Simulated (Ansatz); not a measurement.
# Optical response of MgCd2P2 (model structure)

Wanted: where MgCd2P2 (model structure) starts to absorb, how strongly, and its refractive index. The cell was made here by substitution or stacking, whether or not such a phase is known. It was built so: All As replaced by P and Ca replaced by Mg in the P-3m1 structure of CaCd2As2.

Calculated with Ansatz 0.2.0; DFT, PBE, plane-wave PAW, default files, scalar-relativistic, independent-particle optical response without local fields.

## 1. Set-up

Symmetry: P-3m1, No. 164, trigonal system. The conventional cell has a = 4.059 Å, b = 4.059 Å, c = 6.641 Å, α = 90.00°, β = 90.00°, γ = 120.00°. Nearest to Cd lie 4 P at 2.49 to 2.62 Å. P has 4 Cd at 2.49 to 2.62 Å and 3 Mg at 2.83 Å nearest. Nearest to Mg lie 6 P at 2.83 Å. All As replaced by P and Ca replaced by Mg in the P-3m1 structure of CaCd2As2. Farther neighbours are not listed.

As a file:

```cif
data_structure
_symmetry_space_group_name_H-M 'P 1'
_symmetry_Int_Tables_number 1
_cell_length_a 4.0589
_cell_length_b 4.0589
_cell_length_c 6.6406
_cell_angle_alpha 90.000
_cell_angle_beta 90.000
_cell_angle_gamma 120.000
_cell_volume 94.74
loop_
_atom_site_label
_atom_site_type_symbol
_atom_site_fract_x
_atom_site_fract_y
_atom_site_fract_z
_atom_site_occupancy
Cd1 Cd 0.66667 0.33333 0.36690 1
Cd2 Cd 0.33333 0.66667 0.63310 1
P3 P 0.66667 0.33333 0.76180 1
P4 P 0.33333 0.66667 0.23820 1
Mg5 Mg 0.00000 0.00000 0.00000 1
```

## 2. Relaxation

The structure was built or cut out here, so it is relaxed before any spectrum is computed.

This step: DFT, PBE, plane-wave PAW, default files, scalar-relativistic, relaxation (Ansatz 0.2.0).

Contents of input.yaml:

```yaml
crystal:
  lattice:
    - [4.05886026, 0.0, 0.0]
    - [-2.02943013, 3.51507609, 0.0]
    - [0.0, 0.0, 6.64059487]
  atoms:
    - { symbol: Cd, position: [0.66666667, 0.33333333, 0.3669] }
    - { symbol: Cd, position: [0.33333333, 0.66666667, 0.6331] }
    - { symbol: P, position: [0.66666667, 0.33333333, 0.7618] }
    - { symbol: P, position: [0.33333333, 0.66666667, 0.2382] }
    - { symbol: Mg, position: [0.0, 0.0, 0.0] }
kpoints:
  mp_grid: { grid: [6, 6, 4] }
scf:
  occupations: { method: fermi_dirac, width: 0.05 }
hamiltonian:
  xc: pbe
  pseudopotentials: { kind: paw }
output:
  forces: true
  stress: true
relax:
  f_tol: 0.02
  max_steps: 50
  cell: {}
```

On the command line:

```
> ansatz run input.yaml --threads 4 --pin off --max-ram 8192MiB --backend cpu --events-out ev --progress --plain --runs-dir out
```

Numbers of over 12 decimals in the logs are rounded to 6 here.

Output:

```text
Engine: ansatz 0.2.0, x86_64-unknown-linux-gnu
Pseudopotentials: kind: paw
Pseudopotential: Cd, paw, valence charge 20, recommended cutoff 420 eV (normal), Cd.paw.azcp
Pseudopotential: P, paw, valence charge 5, recommended cutoff 420 eV (normal), P.paw.azcp
Pseudopotential: Mg, paw, valence charge 10, recommended cutoff 420 eV (normal), Mg.paw.azcp
Functional definition: PBE
  parameter kappa = 0.804
  parameter beta = 0.066725
  exchange = pbe_x(kappa = kappa, mu = beta*pi^2/3)
  correlation = pbe_c(beta = beta)
Crystal: 5 atoms, lattice volume = 94.743 Å³
Basis set: ecut = 420 eV, 1811 PW (Γ), exchange–correlation on 60×60×90 points (8 copies of the dense FFT grid, shifted against one another)
Bands: 36, of which v1, the nominal top of the filled ones, is band 30 counted from 1 (29 counted from 0)
Symmetry: 12 space group operations
Space group: P-3m1 (ITA 164), of the structure as read, at distance tolerance 4.6e-5 Å
k-points: 24 of 144
Non-local potential: Cd, projectors of the file, l = 0: 3, l = 1: 2, l = 2: 2, l = 3: 1
Non-local potential: P, projectors of the file, l = 0: 2, l = 1: 2, l = 2: 2
Non-local potential: Mg, projectors of the file, l = 0: 3, l = 1: 2, l = 2: 1
PAW form: soft (Blöchl's): semilocal exchange-correlation on the pseudo side does not see the compensation charge
PAW one-centre angular grid: Cd, 590 points (default); XC on 64 Gauss nodes
PAW one-centre angular grid: P, 110 points (default); XC on 64 Gauss nodes
PAW one-centre angular grid: Mg, 110 points (default); XC on 64 Gauss nodes
Initial density: superposition of atomic densities (neutral atoms: chi_scale 0, normalization atom), corrected by the library's trained network
Initial wavefunctions: pseudopotential atomic-orbital guess
Functional: x = pbe(κ = 0.804, μ = 0.219515), c = pbe(β = 0.066725)
SCF iter   1: F=—  HF=-19944.642481 eV  |F-HF|=—  |Δ(HF+E_count)|=         —  Δρ=1.38e-3  dr2=4.15e-3  ethr=1.77e-3  ⟨swp⟩=7.2  Hψ=3599  notcnv=0
preconditioner: auto → Resta (q_TF=auto, 2.528 Å⁻¹)  ε∞=5.4  [insulator: Δε(μ)=0.654 eV  Ē_g=10.878 eV  σ=0.050 eV  W_gap=1.00  n_scr=22 (ndim 8)  ℏωp=22.9 eV  f_vac=0.012  D(μ)=0.00/eV (n_scr^D=0)  ε∞_Penn≈5.4]
SCF iter   2: F=—  HF=-19944.643229 eV  |F-HF|=—  |Δ(HF+E_count)|=   7.48e-4  Δρ=6.67e-4  dr2=5.91e-4  ethr=6.92e-6  ⟨swp⟩=2.4  Hψ=1581  notcnv=0  defer=7
SCF iter   3: F=—  HF=-19944.643216 eV  |F-HF|=—  |Δ(HF+E_count)|=   1.30e-5  Δρ=2.58e-4  dr2=7.48e-5  ethr=9.85e-7  ⟨swp⟩=2.0  Hψ=1123  notcnv=0  defer=7
SCF iter   4: F=—  HF=-19944.643272 eV  |F-HF|=—  |Δ(HF+E_count)|=   5.55e-5  Δρ=8.29e-5  dr2=5.61e-6  ethr=1.25e-7  ⟨swp⟩=2.0  Hψ=1477  notcnv=0  defer=7
SCF iter   5: F=—  HF=-19944.643271 eV  |F-HF|=—  |Δ(HF+E_count)|=   3.33e-7  Δρ=2.56e-5  dr2=5.27e-7  ethr=9.35e-9  ⟨swp⟩=2.0  Hψ=1510  notcnv=0  defer=7
SCF iter   6: F=-19944.643271 eV  HF=-19944.643271 eV  |F-HF|=1.85e-8  |Δ(HF+E_count)|=   1.68e-7  Δρ=8.60e-6  dr2=5.42e-8  ethr=1.67e-10  ⟨swp⟩=5.0  Hψ=2921  notcnv=0
SCF 1 converged in 6 iterations: F = -19944.643271 eV  dr2 = 5.42e-8
  greatest PAW one-centre occupation: 1.000 electrons in one spin orbital (limit 2), on the Cd atom at site 1 (counted from 0), in its partial waves of l = 0
relax step   1: F+E_penalty+E_count = -19944.64327139 eV  Δ(F+E_penalty+E_count) = +0.000e0 eV  max|allowed force component| = 1.681e0 eV/Å  Δτ_max = 0.0000 Å  P = +11.211 GPa  Ω = 94.743 Å³  (6 SCF iters, dr2 threshold 1.00e-7 eV, accepted)
Crystal: 5 atoms, lattice volume = 104.930 Å³
Basis set: ecut = 420 eV, 2045 PW (Γ), exchange–correlation on 60×60×90 points (8 copies of the dense FFT grid, shifted against one another)
Initial density: handed on by an earlier stage of this run
Initial wavefunctions: those handed on with the density
iter 1 solved again at ethr=1.90e-4 eV; its pass at ethr=3.10e-3 eV (dr2=1.14e-1 eV) is discarded
SCF iter   1: F=—  HF=-19945.171546 eV  |F-HF|=—  |Δ(HF+E_count)|=         —  Δρ=8.66e-3  dr2=1.16e-1  ethr=1.90e-4  ⟨swp⟩=1.7  Hψ=4804  notcnv=0
preconditioner: auto → Resta (q_TF=auto, 2.486 Å⁻¹)  ε∞=5.4  [insulator: Δε(μ)=0.483 eV  Ē_g=10.339 eV  σ=0.050 eV  W_gap=0.98  n_scr=22 (ndim 8)  ℏωp=21.7 eV  f_vac=0.031  D(μ)=0.04/eV (n_scr^D=0)  ε∞_Penn≈5.4]
SCF iter   2: F=—  HF=-19945.143670 eV  |F-HF|=—  |Δ(HF+E_count)|=   2.79e-2  Δρ=3.61e-3  dr2=1.83e-2  ethr=1.90e-4  ⟨swp⟩=2.3  Hψ=1351  notcnv=0
SCF iter   3: F=—  HF=-19945.141050 eV  |F-HF|=—  |Δ(HF+E_count)|=   2.62e-3  Δρ=1.30e-3  dr2=2.21e-3  ethr=3.04e-5  ⟨swp⟩=2.0  Hψ=1141  notcnv=0
SCF iter   4: F=—  HF=-19945.141661 eV  |F-HF|=—  |Δ(HF+E_count)|=   6.11e-4  Δρ=4.07e-4  dr2=2.77e-4  ethr=3.68e-6  ⟨swp⟩=2.1  Hψ=1227  notcnv=0
SCF iter   5: F=—  HF=-19945.141889 eV  |F-HF|=—  |Δ(HF+E_count)|=   2.28e-4  Δρ=1.35e-4  dr2=2.42e-5  ethr=4.62e-7  ⟨swp⟩=2.0  Hψ=1235  notcnv=0
SCF iter   6: F=—  HF=-19945.141925 eV  |F-HF|=—  |Δ(HF+E_count)|=   3.52e-5  Δρ=3.42e-5  dr2=2.84e-6  ethr=4.04e-8  ⟨swp⟩=2.1  Hψ=1267  notcnv=0
SCF iter   7: F=-19945.141928 eV  HF=-19945.141928 eV  |F-HF|=1.02e-7  |Δ(HF+E_count)|=   3.10e-6  Δρ=8.44e-6  dr2=1.00e-7  ethr=8.33e-10  ⟨swp⟩=5.1  Hψ=2965  notcnv=0
SCF 2 converged in 7 iterations: F = -19945.141928 eV  dr2 = 1.00e-7
relax step   2: F+E_penalty+E_count = -19945.14192775 eV  Δ(F+E_penalty+E_count) = -4.987e-1 eV  max|allowed force component| = 2.563e-1 eV/Å  Δτ_max = 0.1413 Å  P = -0.094 GPa  Ω = 104.930 Å³  energy of the carried Pulay correction = -2.657e-3 eV  (7 SCF iters, dr2 threshold 5.00e-7 eV, accepted)
Crystal: 5 atoms, lattice volume = 105.757 Å³
Basis set: ecut = 420 eV, 2069 PW (Γ), exchange–correlation on 60×60×90 points (8 copies of the dense FFT grid, shifted against one another)
iter 1 solved again at ethr=8.84e-6 eV; its pass at ethr=3.10e-3 eV (dr2=5.30e-3 eV) is discarded
SCF iter   1: F=—  HF=-19945.170867 eV  |F-HF|=—  |Δ(HF+E_count)|=         —  Δρ=2.42e-3  dr2=5.50e-3  ethr=8.84e-6  ⟨swp⟩=2.1  Hψ=4557  notcnv=0
preconditioner: auto → Resta (q_TF=auto, 2.482 Å⁻¹)  ε∞=5.5  [insulator: Δε(μ)=0.456 eV  Ē_g=10.236 eV  σ=0.050 eV  W_gap=0.97  n_scr=22 (ndim 8)  ℏωp=21.7 eV  f_vac=0.020  D(μ)=0.02/eV (n_scr^D=0)  ε∞_Penn≈5.5]
SCF iter   2: F=—  HF=-19945.170271 eV  |F-HF|=—  |Δ(HF+E_count)|=   5.97e-4  Δρ=1.37e-3  dr2=1.75e-3  ethr=8.84e-6  ⟨swp⟩=1.7  Hψ=897  notcnv=0
SCF iter   3: F=—  HF=-19945.170065 eV  |F-HF|=—  |Δ(HF+E_count)|=   2.05e-4  Δρ=2.34e-4  dr2=8.72e-5  ethr=2.91e-6  ⟨swp⟩=2.0  Hψ=1238  notcnv=0
SCF iter   4: F=—  HF=-19945.170116 eV  |F-HF|=—  |Δ(HF+E_count)|=   5.03e-5  Δρ=9.96e-5  dr2=8.22e-6  ethr=1.45e-7  ⟨swp⟩=2.0  Hψ=1301  notcnv=0
SCF iter   5: F=—  HF=-19945.170116 eV  |F-HF|=—  |Δ(HF+E_count)|=   8.73e-8  Δρ=3.54e-5  dr2=1.09e-6  ethr=1.37e-8  ⟨swp⟩=2.0  Hψ=1496  notcnv=0
SCF iter   6: F=-19945.170116 eV  HF=-19945.170116 eV  |F-HF|=2.73e-8  |Δ(HF+E_count)|=   2.27e-7  Δρ=5.97e-6  dr2=4.95e-8  ethr=8.33e-10  ⟨swp⟩=4.3  Hψ=2786  notcnv=0
SCF 3 converged in 6 iterations: F = -19945.170116 eV  dr2 = 4.95e-8
relax step   3: F+E_penalty+E_count = -19945.17011609 eV  Δ(F+E_penalty+E_count) = -2.819e-2 eV  max|allowed force component| = 4.805e-2 eV/Å  Δτ_max = 0.0579 Å  P = -0.464 GPa  Ω = 105.757 Å³  energy of the carried Pulay correction = -2.861e-3 eV  (6 SCF iters, dr2 threshold 5.00e-7 eV, accepted)
[...]
relax step   4: F+E_penalty+E_count = -19945.17269828 eV  Δ(F+E_penalty+E_count) = -2.582e-3 eV  max|allowed force component| = 1.912e-2 eV/Å  Δτ_max = 0.0087 Å  P = -0.084 GPa  Ω = 104.974 Å³  energy of the carried Pulay correction = -2.668e-3 eV  (5 SCF iters, dr2 threshold 5.00e-7 eV, accepted)
[...]
relax step   5: F+E_penalty+E_count = -19945.17305003 eV  Δ(F+E_penalty+E_count) = -3.517e-4 eV  max|allowed force component| = 4.118e-3 eV/Å  Δτ_max = 0.0033 Å  P = +0.015 GPa  Ω = 104.734 Å³  energy of the carried Pulay correction = -2.608e-3 eV  (5 SCF iters, dr2 threshold 1.06e-7 eV, accepted)
Basis set: ecut = 420 eV, 1997 PW (Γ), exchange–correlation on 60×60×96 points (8 copies of the dense FFT grid, shifted against one another)
Initial wavefunctions: pseudopotential atomic-orbital guess (no wavefunctions were taken with the density)
iter 1 solved again at ethr=8.05e-8 eV; its pass at ethr=3.10e-3 eV (dr2=4.83e-5 eV) is discarded
SCF iter   1: F=—  HF=-19945.175609 eV  |F-HF|=—  |Δ(HF+E_count)|=         —  Δρ=1.88e-4  dr2=6.03e-6  ethr=8.05e-8  ⟨swp⟩=4.1  Hψ=5935  notcnv=0
preconditioner: auto → Resta (q_TF=auto, 2.486 Å⁻¹)  ε∞=5.5  [insulator: Δε(μ)=0.481 eV  Ē_g=10.259 eV  σ=0.050 eV  W_gap=0.98  n_scr=22 (ndim 8)  ℏωp=21.8 eV  f_vac=0.019  D(μ)=0.01/eV (n_scr^D=0)  ε∞_Penn≈5.5]
SCF iter   2: F=—  HF=-19945.175629 eV  |F-HF|=—  |Δ(HF+E_count)|=   2.00e-5  Δρ=8.91e-5  dr2=1.55e-6  ethr=1.00e-8  ⟨swp⟩=2.0  Hψ=1412  notcnv=0
SCF iter   3: F=—  HF=-19945.175637 eV  |F-HF|=—  |Δ(HF+E_count)|=   8.02e-6  Δρ=2.40e-5  dr2=1.07e-7  ethr=2.58e-9  ⟨swp⟩=2.2  Hψ=1247  notcnv=0
SCF iter   4: F=—  HF=-19945.175637 eV  |F-HF|=—  |Δ(HF+E_count)|=   3.64e-7  Δρ=1.81e-6  dr2=1.79e-9  ethr=1.79e-10  ⟨swp⟩=2.0  Hψ=1307  notcnv=0
SCF iter   5: F=—  HF=-19945.175637 eV  |F-HF|=—  |Δ(HF+E_count)|=   2.38e-9  Δρ=4.43e-7  dr2=3.80e-10  ethr=2.98e-12  ⟨swp⟩=2.6  Hψ=1464  notcnv=0
SCF iter   6: F=—  HF=-19945.175637 eV  |F-HF|=—  |Δ(HF+E_count)|=  2.84e-10  Δρ=1.67e-7  dr2=5.45e-11  ethr=1.00e-12  ⟨swp⟩=2.0  Hψ=1104  notcnv=0
SCF iter   7: F=-19945.175637 eV  HF=-19945.175637 eV  |F-HF|=3.64e-12  |Δ(HF+E_count)|=  6.18e-11  Δρ=2.49e-8  dr2=6.62e-13  ethr=1.00e-12  ⟨swp⟩=4.6  Hψ=2749  notcnv=0
SCF 6 converged in 7 iterations: F = -19945.175637 eV  dr2 = 6.62e-13
relax step   6: F+E_penalty+E_count = -19945.17563721 eV  Δ(F+E_penalty+E_count) = -2.587e-3 eV  max|allowed force component| = 4.155e-3 eV/Å  Δτ_max = 0.0000 Å  P = +0.020 GPa  Ω = 104.734 Å³  stress off target by 2.95e-2 GPa  SCF on the basis re-selected at this cell (its energy is not comparable with the rows above)  (7 SCF iters)
basis re-selected at this cell: Δ(F+E_penalty+E_count) = -2.587e-3 eV, ΔP = +0.005 GPa vs the last step (what re-selecting the basis moved, of the pressure what is left beyond the Pulay correction that the steps carried, after the strain that the cell walked since its last selection, with what the two solves' SCF thresholds leave and, on support functions, any second-order correction that the steps lacked; it is no measure of the basis error at this ecutwfc). The dense FFT grid was sized anew with the basis: this SCF ran on 30×30×48 points, the steps before it on 30×30×45, so part of this shift can come from that change (see relax.cell in the input reference). [rest of the remark cut]
SCF converged after 7 iterations
Free energy (F): -19945.175637 eV
Harris-Foulkes:  -19945.175637 eV  (|F-HF|=3.64e-12)
Internal energy: -19945.175403 eV  (E = F + TS)
E sigma→0 (E₀):  -19945.175520 eV
Entropy (-TS):   -0.000234 eV (-0.047 meV/atom)
Fermi energy:    9.722653 eV
--- Per-component energies (eV) ---
  E_band       = -1259.269467
  E_kinetic    = 1224.049426
  E_local      = -9348.096132  (includes V_loc(G=0)·N_el)
  E_nonlocal   = 228.887302
  E_hartree    = 4180.543626
  E_xc         = -505.687490
  E_vxc        = -602.623137  (∫ρ·V_xc dr)
  E_paw        = -9596.976283  (= ΣΔE_a)
  E_vpaw       = -1122.574234  (= ΣTr[D̂ρ^β])
  E_aug_tail   = 0.000029  (compensation charges beyond the density's cutoff)
  E_ewald      = -6127.895881
  E_smearing   = -0.000234  (= −TS)
  E_closure    = 0.000000  (closes the sum)
  Σ components = -19945.175637   (vs F -19945.175637, Δ=0.00e0)
--- Forces (eV/Å), atoms counted from 1 ---
  atom   1  Cd    -0.00000000     0.00000000     0.00415538
  atom   2  Cd    -0.00000000    -0.00000000    -0.00415538
  atom   3  P     -0.00000000     0.00000000     0.00326342
  atom   4  P      0.00000000    -0.00000000    -0.00326342
  atom   5  Mg    -0.00000000    -0.00000000     0.00000000
  max |Σ_I F_I| component: 1.85e-17 eV/Å
--- Stress (GPa, compression-positive) ---
        0.029540      -0.000000       0.000000
       -0.000000       0.029540       0.000000
        0.000000       0.000000       0.000118
  P = ⅓ Tr σ = 0.0197 GPa (0.197 kbar)
--- Relaxed structure (5 steps of the walk, 5 accepted, 1 SCFs on fresh bases) ---
  F+E_penalty+E_count = -19945.17563721 eV   max|allowed force component| = 4.155e-3 eV/Å   (the final SCF, on the basis selected at the relaxed cell)
  cell:  # Å, volume = 104.7335 Å³
    - [4.210347, 0.0, 0]
    - [-2.105174, 3.646268, 0]
    - [0, 0, 6.822118]
  atoms:
    - { symbol: Cd, position: [0.666667, 0.333333, 0.362731] }
    - { symbol: Cd, position: [0.333333, 0.666667, 0.637269] }
    - { symbol: P, position: [0.666667, 0.333333, 0.783067] }
    - { symbol: P, position: [0.333333, 0.666667, 0.216933] }
    - { symbol: Mg, position: [0, 0, -4.1796821156820423e-19] }
```

The job ended after 2.1 s (4 threads of AMD EPYC 9R45, shared host; peak memory 0.51 GiB).

The steps of the relaxation:

```
step  energy less that of the first step (eV)  largest force component (eV/Å)  pressure (GPa)  volume (Å³)
   1                                   0.0000                          1.6809           11.21        94.74
   2                                  -0.4987                          0.2563           -0.09       104.93
   3                                  -0.5268                          0.0480           -0.46       105.76
   4                                  -0.5294                          0.0191           -0.08       104.97
   5                                  -0.5298                          0.0041            0.02       104.73
  6*                                  -0.5324                          0.0042            0.02       104.73
```

Relaxation steps marked * repeat the geometry before them on a plane-wave basis chosen anew for their cell, so energy and pressure can jump there.

Forces are held to the 12 operations that the run works with; a distortion that breaks them can't arise in this run.

```
conventional cell, symmetrised  before  after   change
                         a (Å)   4.059  4.210   +3.7 %
                         b (Å)   4.059  4.210   +3.7 %
                         c (Å)   6.641  6.822   +2.7 %
              volume (Å³/atom)   18.95  20.95  +10.5 %
```

The atoms that moved most (Å, as changes of fractional coordinates times the final cell):

```
atom     dx     dy      dz  length
  P3  0.000  0.000   0.145   0.145
  P4  0.000  0.000  -0.145   0.145
 Cd2  0.000  0.000   0.028   0.028
 Cd1  0.000  0.000  -0.028   0.028
```

The relaxation ends with a largest force component of 0.0042 eV/Å and a pressure of 0.02 GPa.

(Part 1 of 3 ends here.)

[Logs are printed without paths, hosts, clocks, repeated set-up lines and the standing remarks that a program may print on its own settings, such as how far it seeks lower states.]

[Hosts, paths, dates, database ids (printed as entryN), source tags and the programs' standing remarks are cut or masked in the printed files.]
